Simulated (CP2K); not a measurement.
Consider borylbenzene at its PBE geometry (Å).

```xyz
14

B     2.4185   -0.0118    0.0672
C     0.8844   -0.0049    0.0239
C     0.1728    1.0480   -0.6003
C    -1.2210    1.0580   -0.6409
C    -1.9398    0.0096   -0.0537
C    -1.2662   -1.0465    0.5719
C     0.1277   -1.0496    0.6084
H     3.0430    0.8829   -0.4331
H     3.0061   -0.9119    0.6010
H     0.7340    1.8645   -1.0572
H    -1.7526    1.8771   -1.1258
H    -3.0304    0.0155   -0.0842
H    -1.8316   -1.8597    1.0273
H     0.6552   -1.8710    1.0955
```

Method: CP2K XAS_TDP, all-electron GAPW, PBEh(45%), aug-cc-pVDZ, TDA, GW2X-corrected core level, no relativity.

Where do the C K-edge lines lie, and how strong are they?

Leading lines: C2 286.07 eV, C3 286.44 eV, C4 287.20 eV and C5 286.61 eV. The leading line of an atom is its first one with 35 % of the strongest within 2.5 eV of its lowest line over the strength cut. Core ionisation energies at this level: C3 292.13, C4 292.06, C2 291.34 and C5 292.27 eV.

The first six lines of each atom with a strength over 0.0015:

| atom | energy (eV) | states | strength, one atom | above the computed threshold |
| --- | --- | --- | --- | --- |
| C2 (bonded to B and 2 C) | 286.07 | 1 | 0.0222 |  |
|  | 288.26 | 1 | 0.0320 |  |
|  | 291.19 | 1 | 0.0016 |  |
|  | 291.89 | 1 | 0.0015 | yes |
|  | 292.62 | 2 | 0.0016 | yes |
|  | 292.68 | 1 | 0.0106 | yes |
| C3 (bonded to 2 C and H), 2 alike | 286.44 | 1 | 0.0491 |  |
|  | 288.63 | 1 | 0.0045 |  |
|  | 290.33 | 1 | 0.0099 |  |
|  | 291.20 | 1 | 0.0034 |  |
|  | 291.81 | 1 | 0.0019 |  |
|  | 292.41 | 1 | 0.0035 | yes |
| C4 (bonded to 2 C and H), 2 alike | 287.20 | 1 | 0.0474 |  |
|  | 288.07 | 1 | 0.0031 |  |
|  | 290.06 | 1 | 0.0108 |  |
|  | 291.72 | 1 | 0.0052 |  |
|  | 291.77 | 1 | 0.0021 |  |
|  | 292.54 | 1 | 0.0021 | yes |
| C5 (bonded to 2 C and H) | 286.61 | 1 | 0.0491 |  |
|  | 290.22 | 1 | 0.0114 |  |
|  | 290.81 | 1 | 0.0072 |  |
|  | 291.46 | 1 | 0.0029 |  |
|  | 292.00 | 1 | 0.0016 |  |
|  | 292.62 | 1 | 0.0056 | yes |

Lines are vertical, at one geometry, with no vibrational structure. GW2X ionisation energies and lines can be off by 1 to 2 eV either way, and a good line position may hide errors that cancel. These values hold no scalar relativity, about 0.1 eV for C 1s. Rydberg lines, and the discretised continuum above threshold, depend on the basis and the box.

[Banner, clock and machine lines of the logs are left out without a mark of their own.]

[Logs are printed without paths, hosts, clocks, repeated set-up lines and the standing remarks that a program may print on its own settings, such as how far it seeks lower states.]

[Hosts, paths, dates, database ids (printed as entryN), source tags and the programs' standing remarks are cut or masked in the printed files.]
